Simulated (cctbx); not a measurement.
# What resolution and counting buy: Al3Cd3N5

Space group P-1 (no. 2), a = 5.8540 Å, b = 6.7980 Å, c = 8.3220 Å, α = 107.33°, β = 105.09°, γ = 95.60°.

```
atom  mult.       x       y       z  Ueq (Å²)
 Cd1      2  0.3435  0.3597  0.8076    0.0122
 Cd2      2  0.3376  0.1201  0.1208    0.0114
 Cd3      2  0.1846  0.5827  0.3965    0.0145
 Al1      2  0.8766  0.1314  0.2938    0.0172
 Al2      2  0.2910  0.0558  0.4370    0.0222
 Al3      2  0.0975  0.6917  0.0336    0.0146
  N1      2  0.7112  0.2324  0.1022    0.0226
  N2      2  0.5941  0.0598  0.3808    0.0147
  N3      2  0.2318  0.4650  0.1131    0.0275
  N4      2  0.1457  0.3007  0.4905    0.0330
  N5      2  0.0292  0.8882  0.2176    0.0331
```

The model is made up (kin elements in a known structure type, no relaxation), so it says nothing on whether the phase exists.

Five simulated data sets (cctbx; Ag Kα, λ = 0.56087 Å; 1.5 % proportional error) differ in resolution or exposure (noise floor 8 counts in the first three, 8 in the last two). Each is refined with the right model, isotropic at 1.1 Å and anisotropic otherwise. How do the figures of merit and the uncertainties move?

| d min (Å) | top counts | ⟨I/σ⟩ (unmerged, absences included) | unique | param. (scale apart) | Rint | R1 | GooF | largest s.u. xyz (fractional) | s.u. U of N1 (Å²) | largest error (Å) |
| --- | --- | --- | --- | --- | --- | --- | --- | --- | --- | --- |
| 1.1 | 40000 | 30.0 | 431 | 44 | 0.013 | 0.0278 | 3.03 | 0.00265 | 0.0034 | 0.0316 |
| 0.84 | 40000 | 25.9 | 943 | 99 | 0.013 | 0.0113 | 0.96 | 0.00067 | 0.0017 | 0.0061 |
| 0.6 | 40000 | 20.3 | 2615 | 99 | 0.017 | 0.0148 | 0.95 | 0.00052 | 0.0009 | 0.0049 |
| 0.75 | 300 | 1.6 | 1335 | 99 | 0.263 | 0.0984 | 0.95 | 0.01255 | 0.0367 | 0.1544 |
| 0.75 | 3000 | 8.0 | 1335 | 99 | 0.048 | 0.0348 | 0.95 | 0.00190 | 0.0047 | 0.0258 |

GooF reaches 3.03 where the model lacks something that the data hold (anisotropy at the isotropic level, for one). The s.u. of U for N1 goes 0.0034, 0.0017, 0.0009 Å² with resolution and 0.0367, 0.0047 Å² with exposure.

The 1.1 Å row also differs in its displacement model, so it isn't a clean test of resolution.

Hardware for the 0.6 Å refinement: 0.39 s on 1 thread of Arm Neoverse V2, with other jobs on the host, peak memory 0.1 GiB.

[Logs are printed without paths, hosts, clocks, repeated set-up lines and the standing remarks that a program may print on its own settings, such as how far it seeks lower states.]
